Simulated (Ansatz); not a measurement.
In doubt: masses and optical values from hybrid runs of this build are listed as unsure, which bears on the screening that GW takes from such a start; one-shot GW on d or f shells is unsure, so the values of those runs are not to be relied on.

Rows from a G0W0 calculation on AgCSO3F3 (R-3) (Ansatz 0.2.0; G0W0 on HSE06, plane waves, PAW; PAW set soft_1; 4×4×4 mesh, 1000 empty bands, screening to 140 eV, PAW set soft_1 files), in eV. Spin-orbit coupling is left out.

```csv
row,k,band,start,Σx,Σc at the solution,Vxc
A,Γ,c2,9.048,-6.207,-3.102,-10.274
B,Γ,c1,6.108,-9.780,-3.579,-14.207
C,Γ,v1,0.792,-34.770,4.188,-29.832
D,"(0.000, 0.250, -0.500)",c1,7.392,-9.711,-3.749,-14.350
E,"(0.000, 0.250, -0.500)",c2,8.085,-9.031,-3.904,-13.844
F,"(0.000, 0.250, -0.500)",v1,1.437,-32.056,3.935,-27.458
```

Q: Work out each quasiparticle level and how far it moved.

The quasiparticle equation reads E = start + Σx + Σc(E) − Vxc.

```csv
row,E (eV),shift (eV)
A,10.012,+0.964
B,6.957,+0.849
C,0.042,−0.750
D,8.282,+0.890
E,8.993,+0.908
F,0.774,−0.663
```

The gap over the computed points goes from 4.67 eV to 6.18 eV.

Limits: not at the basis limit; d shell near the gap, gap tends to lie low; no spin-orbit coupling.

[Paths, hosts, dates, memory and timing lines, banners, echoed tables and standing remarks are left out of the program output.]

[Logs are printed without paths, hosts, clocks, repeated set-up lines and the standing remarks that a program may print on its own settings, such as how far it seeks lower states.]

[Runs of the session that timed out or met a known fault of the program may be left out.]

[Cells called generated may have been cut or substituted from an entry of the Crystallography Open Database or the Materials Project.]

[Hosts, paths, dates, database ids (printed as entryN), source tags and the programs' standing remarks are cut or masked in the printed files.]
